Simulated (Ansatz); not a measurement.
Consider Rb2ThF6 (P-62m).

The structure is hexagonal, space group P-62m (No. 189). Conventional cell: a = 6.850 Å, b = 6.850 Å, c = 3.830 Å, α = 90.00°, β = 90.00°, γ = 120.00°. Rb has 9 F at 2.75 to 2.91 Å nearest. Nearest to Th lie 9 F at 2.44 to 2.47 Å. Nearest to F lie 2 Th at 2.44 Å and 2 Rb at 2.75 Å. Nearest to F lie 1 Th at 2.47 Å and 4 Rb at 2.91 Å. Farther neighbours and most contacts between anions are not listed.

```cif
data_structure
_symmetry_space_group_name_H-M 'P 1'
_symmetry_Int_Tables_number 1
_cell_length_a 6.8500
_cell_length_b 6.8500
_cell_length_c 3.8300
_cell_angle_alpha 90.000
_cell_angle_beta 90.000
_cell_angle_gamma 120.000
_cell_volume 155.64
loop_
_atom_site_label
_atom_site_type_symbol
_atom_site_fract_x
_atom_site_fract_y
_atom_site_fract_z
_atom_site_occupancy
Rb1 Rb 0.33333 0.66667 0.50000 1
Rb2 Rb 0.66667 0.33333 0.50000 1
Th3 Th 0.00000 0.00000 0.00000 1
F4 F 0.22000 0.00000 0.50000 1
F5 F 0.78000 0.78000 0.50000 1
F6 F 0.00000 0.22000 0.50000 1
F7 F 0.64000 0.00000 0.00000 1
F8 F 0.36000 0.36000 0.00000 1
F9 F 0.00000 0.64000 0.00000 1
```

The cell and positions come from the Crystallography Open Database and are kept as given unless a step says otherwise. The program's search for lower electronic states was switched off, so nothing shows that the state found is the lowest. Spin-orbit coupling is left out unless a run names it. PAW set soft_2, made with PBE.

A constrained-RPA run (Ansatz 0.2.0; non-magnetic LDA; Th f + anion p, bands v18 to c7, 3×3×4 mesh, medium accuracy) builds 25 functions on bands 9.8 eV wide, with 36.0 electrons in the window. The bare on-site interaction is 16.1 eV and the bare J 0.48 eV.

Question: Estimate U, U′ and J.

On the Th f shell, U = 8.09 eV (50 % of the bare value), U′ = 7.36 eV, J = 0.36 eV.

The parent state is non-magnetic and the interaction static (zero frequency); U depends on the window and the orbitals, so it belongs to this model alone. Spin-orbit coupling, which is strong for atoms this heavy, is left out. A window that holds the anion p bands defines a model with explicit ligands; its U belongs to that model and is not the U of DFT+U.

[Paths, hosts, dates, memory and timing lines, banners, echoed tables and standing remarks are left out of the program output.]

[Logs are printed without paths, hosts, clocks, repeated set-up lines and the standing remarks that a program may print on its own settings, such as how far it seeks lower states.]

[Runs of the session that timed out or met a known fault of the program may be left out.]

[Hosts, paths, dates, database ids (printed as entryN), source tags and the programs' standing remarks are cut or masked in the printed files.]
